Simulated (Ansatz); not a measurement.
# Stretching the linear W chain

Wanted: energy, moment and open channels of the linear W chain from 12 % compression to 30 % stretch.

Method: DFT RPBE, plane waves, PAW; relaxation of a chain's period, in the first sound run; inputs show where later runs differ, in Ansatz 0.2.0.

**1. The structure**

The cell holds 1 atom: 1 W. Its edges and angles: a = 7.500 Å, b = 7.500 Å, c = 3.013 Å, α = 90.0°, β = 90.0°, γ = 90.0°. Vacuum lies along a and b. The structure's axis is c.

As a file:

```cif
data_structure
_symmetry_space_group_name_H-M 'P 1'
_symmetry_Int_Tables_number 1
_cell_length_a 7.5000
_cell_length_b 7.5000
_cell_length_c 3.0132
_cell_angle_alpha 90.000
_cell_angle_beta 90.000
_cell_angle_gamma 90.000
_cell_volume 169.49
loop_
_atom_site_label
_atom_site_type_symbol
_atom_site_fract_x
_atom_site_fract_y
_atom_site_fract_z
_atom_site_occupancy
W1 W 0.50000 0.50000 0.00000 1
```

**2. The relaxed wire**

Band widths follow the bond lengths, so the chain is relaxed first. The atoms and the third cell vector are free; the box across stays fixed as vacuum. Moments are seeded so that a magnetic state can form if it lies lower. A Fermi-Dirac smearing is set since the result may be a metal. The pressure printed is a third of the stress's trace over the whole box, vacuum included; only the stress along the axis is relaxed.

Contents of input.yaml:

```yaml
crystal:
  lattice:
    - [7.5, 0.0, 0.0]
    - [0.0, 7.5, 0.0]
    - [0.0, 0.0, 3.0132]
  atoms:
    - { symbol: W, position: [0.5, 0.5, 0.0], spin: 2.0 }
magnetization:
  spin_polarized: true
kpoints:
  mp_grid: { grid: [1, 1, 27] }
scf:
  occupations: { method: fermi_dirac, width: 0.05 }
hamiltonian:
  xc: rpbe
relax:
  cell: { fix: [a, b, alpha, beta, gamma] }
  max_steps: 60
```

Command:

```bash
$ ansatz run input.yaml --threads 4 --pin off --max-ram 8192MiB --backend cpu --events-out ev --progress --plain --runs-dir out
```

Numbers of over 12 decimals in the logs are rounded to 6 here.

The log of the run:

```text
Engine: ansatz 0.2.0, x86_64-unknown-linux-gnu
Pseudopotentials: kind: paw
Pseudopotential: W, paw, valence charge 14, recommended cutoff 420 eV (normal), W.paw.azcp
Functional definition: RPBE
  parameter kappa = 0.804
  parameter beta = 0.066725
  exchange = rpbe_x(kappa = kappa, mu = beta*pi^2/3)
  correlation = pbe_c(beta = beta)
Crystal: 1 atoms, lattice volume = 169.493 Å³
Basis set: ecut = 420 eV, 3323 PW (Γ), exchange–correlation on 108×108×48 points (8 copies of the dense FFT grid, shifted against one another)
Bands: 12, of which v1, the nominal top of the filled ones, is band 7 counted from 1 (6 counted from 0)
Symmetry: 16 space group operations
Space group: P4/mmm (ITA 123), of the structure as read, at distance tolerance 5.5e-5 Å
Magnetic group: BNS 123.339 (UNI 999), of the structure as read, at distance tolerance 5.5e-5 Å
k-points: 14 of 27
Non-local potential: W, projectors of the file, l = 0: 3, l = 1: 2, l = 2: 2, l = 3: 1
PAW form: soft (Blöchl's): semilocal exchange-correlation on the pseudo side does not see the compensation charge
PAW frozen core: W, regenerated for the run's functional, and the local potential with it (the file was generated under x = pbe(κ = 0.804, μ = 0.219515), c = pbe(β = 0.066725))
PAW one-centre angular grid: W, 590 points (default); XC on 64 Gauss nodes
Initial density: superposition of atomic densities (neutral atoms: chi_scale 0, normalization atom)
Starting moments: Σ|m| = 2 μB on 1 of 1 site
Initial wavefunctions: pseudopotential atomic-orbital guess
Functional: x = rpbe, c = pbe(β = 0.066725)
iter 1 solved again at ethr=2.38e-3 eV; its pass at ethr=3.10e-3 eV (dr2=3.33e-1 eV) is discarded
SCF iter   1: F=—  HF=-10390.550983 eV  |F-HF|=—  |Δ(HF+E_count)|=         —  Δρ=1.26e-2 (↑6.26e-3 ↓1.26e-2)  dr2=3.39e-1  dr2_m=1.10e-1  M=2.494 μB ∫|m|=2.494 μB  β_m=0.30  ethr=2.38e-3  ⟨swp⟩=1.0  Hψ=2349  notcnv=0
Mixer restart at iter 1: flushing history
preconditioner: auto → LDOS  [metal: Δε(μ)=0.048 eV  Ē_g=3.306 eV  σ=0.050 eV  W_gap=0.23  n_scr=12 (ndim 8)  ℏωp=7.0 eV  f_vac=0.606  D(μ)=5.40/eV (n_scr^D=42)]
spin=Collinear: LDOS preconditioning applied to the charge; magnetization (m = ρ↑ − ρ↓) channel mixes plain (no charge-response kernel on spin).
SCF iter   2: F=—  HF=-10390.616129 eV  |F-HF|=—  |Δ(HF+E_count)|=   6.51e-2  Δρ=9.59e-3 (↑6.51e-3 ↓9.59e-3)  dr2=1.54e-1  dr2_m=8.53e-2  M=2.658 μB ∫|m|=2.658 μB  β_m=0.65  ethr=2.38e-3  ⟨swp⟩=2.0  Hψ=418  notcnv=0
SCF iter   3: F=—  HF=-10391.278318 eV  |F-HF|=—  |Δ(HF+E_count)|=         —  Δρ=1.68e-2 (↑1.68e-2 ↓1.51e-2)  dr2=1.05e-1  dr2_m=3.63e-1  M=4.309 μB ∫|m|=4.309 μB  β_m=1.00  ethr=1.10e-3  ⟨swp⟩=3.6  Hψ=796  notcnv=0
Mixer restart at iter 3: flushing history
SCF iter   4: F=—  HF=-10391.245765 eV  |F-HF|=—  |Δ(HF+E_count)|=   3.26e-2  Δρ=3.43e-3 (↑3.43e-3 ↓1.45e-3)  dr2=2.89e-2  dr2_m=4.62e-3  M=4.427 μB ∫|m|=4.427 μB  β_m=0.65  ethr=3.57e-4  ⟨swp⟩=3.0  Hψ=839  notcnv=0  defer=7
SCF iter   5: F=—  HF=-10391.240803 eV  |F-HF|=—  |Δ(HF+E_count)|=   4.96e-3  Δρ=2.04e-3 (↑1.86e-3 ↓2.04e-3)  dr2=7.02e-4  dr2_m=5.63e-3  M=4.574 μB ∫|m|=4.574 μB  β_m=0.67  ethr=2.06e-4  ⟨swp⟩=2.8  Hψ=751  notcnv=0  defer=9
SCF iter   6: F=—  HF=-10391.248294 eV  |F-HF|=—  |Δ(HF+E_count)|=   7.49e-3  Δρ=1.70e-3 (↑1.62e-3 ↓1.70e-3)  dr2=2.06e-4  dr2_m=4.20e-3  M=4.664 μB ∫|m|=4.664 μB  β_m=0.21  ethr=5.02e-6  ⟨swp⟩=2.2  Hψ=651  notcnv=0  defer=10
SCF iter   7: F=—  HF=-10391.251039 eV  |F-HF|=—  |Δ(HF+E_count)|=   2.75e-3  Δρ=9.80e-4 (↑9.35e-4 ↓9.80e-4)  dr2=3.26e-4  dr2_m=1.34e-3  M=4.700 μB ∫|m|=4.700 μB  β_m=0.61  ethr=1.47e-6  ⟨swp⟩=2.0  Hψ=629  notcnv=0  defer=10
SCF iter   8: F=—  HF=-10391.252647 eV  |F-HF|=—  |Δ(HF+E_count)|=   1.61e-3  Δρ=8.97e-4 (↑8.97e-4 ↓8.85e-4)  dr2=3.97e-5  dr2_m=1.22e-3  M=4.735 μB ∫|m|=4.735 μB  β_m=0.62  ethr=1.47e-6  ⟨swp⟩=2.9  Hψ=710  notcnv=0  defer=10
SCF iter   9: F=—  HF=-10391.252749 eV  |F-HF|=—  |Δ(HF+E_count)|=   1.02e-4  Δρ=3.44e-4 (↑3.44e-4 ↓3.31e-4)  dr2=9.29e-6  dr2_m=1.75e-4  M=4.731 μB ∫|m|=4.731 μB  β_m=0.81  ethr=2.84e-7  ⟨swp⟩=2.1  Hψ=619  notcnv=0  defer=10
SCF iter  10: F=—  HF=-10391.252756 eV  |F-HF|=—  |Δ(HF+E_count)|=   6.52e-6  Δρ=3.00e-5 (↑2.03e-5 ↓3.00e-5)  dr2=6.55e-7  dr2_m=9.22e-7  M=4.728 μB ∫|m|=4.728 μB  β_m=0.80  ethr=6.64e-8  ⟨swp⟩=2.4  Hψ=585  notcnv=0  defer=10
SCF iter  11: F=—  HF=-10391.252758 eV  |F-HF|=—  |Δ(HF+E_count)|=   2.22e-6  Δρ=2.89e-5 (↑2.89e-5 ↓2.78e-5)  dr2=4.35e-8  dr2_m=1.24e-6  M=4.727 μB ∫|m|=4.727 μB  β_m=0.83  ethr=4.68e-9  ⟨swp⟩=2.5  Hψ=609  notcnv=0  defer=10
SCF iter  12: F=—  HF=-10391.252758 eV  |F-HF|=—  |Δ(HF+E_count)|=   5.09e-7  Δρ=1.86e-5 (↑1.86e-5 ↓1.82e-5)  dr2=1.91e-8  dr2_m=5.22e-7  M=4.727 μB ∫|m|=4.727 μB  β_m=0.91  ethr=3.11e-10  ⟨swp⟩=2.2  Hψ=563  notcnv=0  defer=10
SCF iter  13: F=—  HF=-10391.252759 eV  |F-HF|=—  |Δ(HF+E_count)|=   1.38e-7  Δρ=7.06e-6 (↑7.06e-6 ↓6.76e-6)  dr2=3.13e-9  dr2_m=7.35e-8  M=4.727 μB ∫|m|=4.727 μB  β_m=0.83  ethr=1.37e-10  ⟨swp⟩=2.3  Hψ=553  notcnv=0  defer=10
SCF iter  14: F=-10391.252759 eV  HF=-10391.252759 eV  |F-HF|=4.91e-11  |Δ(HF+E_count)|=   1.27e-8  Δρ=9.46e-7 (↑9.46e-7 ↓9.44e-7)  dr2=6.57e-11  dr2_m=1.37e-9  M=4.727 μB ∫|m|=4.727 μB  ethr=2.23e-11  ⟨swp⟩=1.4  Hψ=1066  notcnv=0
SCF 1 converged in 14 iterations: F = -10391.252759 eV  dr2 = 6.57e-11
  greatest PAW one-centre occupation: 1.000 electrons in one spin orbital (limit 2), on the W atom at site 0 (counted from 0), in its partial waves of l = 0
relax step   1: F+E_penalty+E_count = -10391.25275861 eV  Δ(F+E_penalty+E_count) = +0.000e0 eV  max|allowed force component| = 0.000e0 eV/Å  Δτ_max = 0.0000 Å  P = -0.725 GPa  Ω = 169.493 Å³  fix = [a, b, alpha, beta, gamma]  reactions: a -0.149, b -0.149 GPa  (14 SCF iters, dr2 threshold 1.00e-7 eV, accepted)
Crystal: 1 atoms, lattice volume = 164.152 Å³
Basis set: ecut = 420 eV, 3225 PW (Γ), exchange–correlation on 108×108×48 points (8 copies of the dense FFT grid, shifted against one another)
Initial density: handed on by an earlier stage of this run
Starting moments: Σ|m| = 2 μB on 1 of 1 site; this step starts from the density that it was given
Initial wavefunctions: those handed on with the density
iter 1 solved again at ethr=1.57e-5 eV; its pass at ethr=3.10e-3 eV (dr2=2.20e-3 eV) is discarded
SCF iter   1: F=—  HF=-10391.336957 eV  |F-HF|=—  |Δ(HF+E_count)|=         —  Δρ=3.97e-3 (↑3.97e-3 ↓3.90e-3)  dr2=2.57e-3  dr2_m=2.30e-2  M=4.382 μB ∫|m|=4.382 μB  β_m=0.30  ethr=1.57e-5  ⟨swp⟩=2.2  Hψ=2463  notcnv=0
[...]
relax step   6: F+E_penalty+E_count = -10392.10923050 eV  Δ(F+E_penalty+E_count) = -1.555e-1 eV  max|allowed force component| = 0.000e0 eV/Å  Δτ_max = 0.0000 Å  P = -0.547 GPa  Ω = 131.101 Å³  energy of the carried Pulay correction = +1.651e-3 eV  fix = [a, b, alpha, beta, gamma]  reactions: a -0.232, b -0.232 GPa  (16 SCF iters, dr2 threshold 1.00e-7 eV, accepted)
[...]
relax step   7: F+E_penalty+E_count = -10392.08398545 eV  Δ(F+E_penalty+E_count) = +2.525e-2 eV  max|allowed force component| = 0.000e0 eV/Å  Δτ_max = 0.0000 Å  P = +0.870 GPa  Ω = 126.502 Å³  energy of the carried Pulay correction = +1.902e-3 eV  fix = [a, b, alpha, beta, gamma]  (11 SCF iters, dr2 threshold 1.00e-7 eV, rejected (line search))
[...]
relax step   8: F+E_penalty+E_count = -10392.11421177 eV  Δ(F+E_penalty+E_count) = -4.981e-3 eV  max|allowed force component| = 0.000e0 eV/Å  Δτ_max = 0.0000 Å  P = -0.172 GPa  Ω = 129.826 Å³  energy of the carried Pulay correction = +1.719e-3 eV  fix = [a, b, alpha, beta, gamma]  reactions: a -0.231, b -0.231 GPa  (13 SCF iters, accepted)
[...]
relax step   9: F+E_penalty+E_count = -10392.11422479 eV  Δ(F+E_penalty+E_count) = -1.302e-5 eV  max|allowed force component| = 0.000e0 eV/Å  Δτ_max = 0.0000 Å  P = -0.154 GPa  Ω = 129.766 Å³  energy of the carried Pulay correction = +1.722e-3 eV  fix = [a, b, alpha, beta, gamma]  reactions: a -0.231, b -0.231 GPa  (11 SCF iters, dr2 threshold 6.94e-9 eV, accepted)
Basis set: ecut = 420 eV, 2527 PW (Γ), exchange–correlation on 108×108×32 points (8 copies of the dense FFT grid, shifted against one another)
Initial wavefunctions: pseudopotential atomic-orbital guess (no wavefunctions were taken with the density)
iter 1 solved again at ethr=1.53e-7 eV; its pass at ethr=3.10e-3 eV (dr2=2.14e-5 eV) is discarded
SCF iter   1: F=—  HF=-10392.113578 eV  |F-HF|=—  |Δ(HF+E_count)|=         —  Δρ=6.17e-5 (↑6.15e-5 ↓6.17e-5)  dr2=2.76e-6  dr2_m=6.69e-10  M=-0.047 μB ∫|m|=0.047 μB  β_m=0.65  ethr=1.53e-7  ⟨swp⟩=3.6  Hψ=3049  notcnv=0
preconditioner: auto → LDOS  [metal: Δε(μ)=0.040 eV  Ē_g=5.162 eV  σ=0.050 eV  W_gap=0.19  n_scr=8 (ndim 8)  ℏωp=8.0 eV  f_vac=0.626  D(μ)=3.05/eV (n_scr^D=20)]
spin=Collinear: LDOS preconditioning applied to the charge; magnetization (m = ρ↑ − ρ↓) channel mixes plain (no charge-response kernel on spin).
SCF iter   2: F=—  HF=-10392.113579 eV  |F-HF|=—  |Δ(HF+E_count)|=   8.18e-7  Δρ=2.22e-5 (↑2.21e-5 ↓2.22e-5)  dr2=4.08e-7  dr2_m=2.86e-10  M=-0.047 μB ∫|m|=0.047 μB  β_m=0.61  ethr=1.97e-8  ⟨swp⟩=2.1  Hψ=538  notcnv=0
SCF iter   3: F=—  HF=-10392.113580 eV  |F-HF|=—  |Δ(HF+E_count)|=   3.84e-7  Δρ=3.85e-6 (↑3.85e-6 ↓3.84e-6)  dr2=1.99e-8  dr2_m=5.36e-11  M=-0.047 μB ∫|m|=0.047 μB  β_m=0.71  ethr=2.91e-9  ⟨swp⟩=2.6  Hψ=536  notcnv=0
SCF iter   4: F=—  HF=-10392.113580 eV  |F-HF|=—  |Δ(HF+E_count)|=   7.77e-8  Δρ=1.09e-6 (↑1.09e-6 ↓1.05e-6)  dr2=2.19e-9  dr2_m=6.53e-11  M=-0.047 μB ∫|m|=0.047 μB  β_m=0.79  ethr=1.42e-10  ⟨swp⟩=2.0  Hψ=424  notcnv=0
SCF iter   5: F=—  HF=-10392.113580 eV  |F-HF|=—  |Δ(HF+E_count)|=   3.51e-9  Δρ=4.87e-7 (↑4.87e-7 ↓4.09e-7)  dr2=3.53e-10  dr2_m=1.06e-10  M=-0.047 μB ∫|m|=0.047 μB  β_m=0.88  ethr=1.56e-11  ⟨swp⟩=2.1  Hψ=465  notcnv=0
SCF iter   6: F=—  HF=-10392.113580 eV  |F-HF|=—  |Δ(HF+E_count)|=   1.74e-8  Δρ=3.54e-7 (↑3.07e-7 ↓3.54e-7)  dr2=2.25e-11  dr2_m=1.15e-10  M=-0.047 μB ∫|m|=0.047 μB  β_m=0.94  ethr=2.52e-12  ⟨swp⟩=2.0  Hψ=470  notcnv=0
SCF iter   7: F=—  HF=-10392.113580 eV  |F-HF|=—  |Δ(HF+E_count)|=  2.47e-10  Δρ=2.84e-7 (↑2.84e-7 ↓2.80e-7)  dr2=2.89e-12  dr2_m=9.28e-11  M=-0.047 μB ∫|m|=0.047 μB  β_m=0.97  ethr=1.00e-12  ⟨swp⟩=2.3  Hψ=521  notcnv=0
SCF iter   8: F=—  HF=-10392.113580 eV  |F-HF|=—  |Δ(HF+E_count)|=  2.29e-10  Δρ=1.45e-7 (↑1.45e-7 ↓1.12e-7)  dr2=1.04e-11  dr2_m=1.53e-11  M=-0.047 μB ∫|m|=0.047 μB  β_m=0.99  ethr=1.00e-12  ⟨swp⟩=2.0  Hψ=539  notcnv=0
SCF iter   9: F=—  HF=-10392.113580 eV  |F-HF|=—  |Δ(HF+E_count)|=  7.31e-10  Δρ=1.88e-7 (↑1.88e-7 ↓1.71e-7)  dr2=9.58e-11  dr2_m=5.37e-12  M=-0.047 μB ∫|m|=0.048 μB  β_m=0.69  ethr=1.00e-12  ⟨swp⟩=3.7  Hψ=819  notcnv=0
SCF iter  10: F=—  HF=-10392.113580 eV  |F-HF|=—  |Δ(HF+E_count)|=  5.28e-11  Δρ=7.48e-8 (↑7.48e-8 ↓7.45e-8)  dr2=1.25e-11  dr2_m=2.20e-13  M=-0.047 μB ∫|m|=0.047 μB  β_m=0.82  ethr=1.00e-12  ⟨swp⟩=2.0  Hψ=543  notcnv=0
SCF iter  11: F=-10392.113580 eV  HF=-10392.113580 eV  |F-HF|=1.82e-12  |Δ(HF+E_count)|=  1.09e-11  Δρ=2.01e-8 (↑2.01e-8 ↓1.99e-8)  dr2=1.08e-12  dr2_m=8.43e-15  M=-0.047 μB ∫|m|=0.047 μB  ethr=1.00e-12  ⟨swp⟩=4.5  Hψ=1360  notcnv=0
the starting moments were not kept: the SCF closed with an absolute magnetisation of 4.7e-2 μB, where they sum to 2 μB in size (1 site). That is at most 0.1 of that sum.
SCF 10 converged in 11 iterations: F = -10392.113580 eV  dr2 = 1.08e-12
relax step  10: F+E_penalty+E_count = -10392.11357961 eV  Δ(F+E_penalty+E_count) = +6.452e-4 eV  max|allowed force component| = 0.000e0 eV/Å  Δτ_max = 0.0000 Å  P = -0.159 GPa  Ω = 129.766 Å³  fix = [a, b, alpha, beta, gamma]  reactions: a -0.235, b -0.235 GPa  stress off target by 7.29e-3 GPa on what of the cell is left free  SCF on the basis re-selected at this cell (its energy is not comparable with the rows above)  (11 SCF iters)
basis re-selected at this cell: Δ(F+E_penalty+E_count) = +6.452e-4 eV, ΔP = -0.005 GPa vs the last step (what re-selecting the basis moved, of the pressure what is left beyond the Pulay correction that the steps carried, after the strain that the cell walked since its last selection, with what the two solves' SCF thresholds leave and, on support functions, any second-order correction that the steps lacked; it is no measure of the basis error at this ecutwfc). The dense FFT grid was sized anew with the basis: this SCF ran on 54×54×16 points, the steps before it on 54×54×24, so part of this shift can come from that change (see relax.cell in the input reference). [rest of the remark cut]
SCF converged after 11 iterations
Magnetization: -0.0474 μB (6.9763 up, 7.0237 down)
Absolute magnetization: 0.0474 μB (∫|ρ↑−ρ↓|, with the PAW one-centre terms)
Spin contamination: 0.0000 ħ² per cell (⟨S²⟩ above its minimum at these occupations)
Per-site moments (μB) at R_I (Å): [(-0.026050, 0.951617)]
Free energy (F): -10392.113580 eV
Harris-Foulkes:  -10392.113580 eV  (|F-HF|=1.82e-12)
Internal energy: -10392.089474 eV  (E = F + TS)
E sigma→0 (E₀):  -10392.101527 eV
Entropy (-TS):   -0.024106 eV (-24.106 meV/atom)
Fermi energy:    -1.255778 eV
--- Per-component energies (eV) ---
  E_band       = -402.495392
  E_kinetic    = 445.557234
  E_local      = -2907.912383  (includes V_loc(G=0)·N_el)
  E_nonlocal   = 5.806063
  E_hartree    = 1205.372861
  E_xc         = -261.969708
  E_vxc        = -231.350703  (∫ρ·V_xc dr)
  E_paw        = -8576.148176  (= ΣΔE_a)
  E_vpaw       = -125.341236  (= ΣTr[D̂ρ^β])
  E_aug_tail   = -0.000061  (compensation charges beyond the density's cutoff)
  E_ewald      = -302.777731
  E_core_change = -0.017574  (= ΣΔE_core)
  E_smearing   = -0.024106  (= −TS)
  E_closure    = 0.000000  (closes the sum)
  Σ components = -10392.113580   (vs F -10392.113580, Δ=0.00e0)
--- Forces (eV/Å), atoms counted from 1 ---
  atom   1  W      0.00000000    -0.00000000     0.00000000
  max |Σ_I F_I| component: 1.14e-28 eV/Å
--- Stress (GPa, compression-positive) ---
       -0.235107       0.000000       0.000000
        0.000000      -0.235107       0.000000
        0.000000       0.000000      -0.007290
  P = ⅓ Tr σ = -0.1592 GPa (-1.592 kbar)
--- Relaxed structure (9 steps of the walk, 8 accepted, 1 SCFs on fresh bases) ---
  F+E_penalty+E_count = -10392.11357961 eV   max|allowed force component| = 0.000e0 eV/Å   (the final SCF, on the basis selected at the relaxed cell)
  cell:  # Å, volume = 129.7660 Å³
    - [7.5, 0.0, 0.0]
    - [0.0, 7.5, 0.0]
    - [0.0, 0.0, 2.306951]
  atoms:
    - { symbol: W, position: [0.5, 0.5, 0.0] }
```

It took 18 s on 4 threads of Intel Xeon Platinum 8488C (Sapphire Rapids), shared host; peak memory 0.51 GiB; 55 s of CPU time.

The steps of the relaxation:

| step | energy less that of the first step (eV) | largest force component (eV/Å) | pressure (GPa) | volume (Å³) |
| --- | --- | --- | --- | --- |
| 1 | 0.0000 | 0.0000 | -0.73 | 169.49 |
| 2 | -0.0738 | 0.0000 | -0.90 | 164.15 |
| 3 | -0.2554 | 0.0000 | -1.40 | 155.89 |
| 4 | -0.4723 | 0.0000 | -1.77 | 147.63 |
| 5 | -0.7010 | 0.0000 | -1.29 | 139.36 |
| 6 | -0.8565 | 0.0000 | -0.55 | 131.10 |
| 7 | -0.8312 | 0.0000 | 0.87 | 126.50 |
| 8 | -0.8615 | 0.0000 | -0.17 | 129.83 |
| 9 | -0.8615 | 0.0000 | -0.15 | 129.77 |
| 10* | -0.8608 | 0.0000 | -0.16 | 129.77 |

Relaxation steps marked * repeat the geometry before them on a plane-wave basis chosen anew for their cell, so energy and pressure can jump there. Relaxation step 7 was tried and not accepted.

| cell as run | before | after | change |
| --- | --- | --- | --- |
| c (Å) | 3.013 | 2.307 | -23.4 % |

The relaxed structure:

```xyz
1
Lattice="7.5000 0.0000 0.0000 0.0000 7.5000 0.0000 0.0000 0.0000 2.3070" Properties=species:S:1:pos:R:3
W     3.7500    3.7500    0.0000
```

This step gave:

```yaml
energy_at_zero_smearing: -10392.1015 eV
total_moment: -0.04737 μB
absolute_moment: 0.04739 μB
cell_length_along_the_wire: 2.307 Å
```

The cell's length comes to 2.307 Å with no moment. That is -23 % against the start, more than a small adjustment.

The cell shrank by 23.4 % in its periodic edges.

[end of part 1 of 3]

[Logs are printed without paths, hosts, clocks, repeated set-up lines and the standing remarks that a program may print on its own settings, such as how far it seeks lower states.]

[Hosts, paths, dates, database ids (printed as entryN), source tags and the programs' standing remarks are cut or masked in the printed files.]
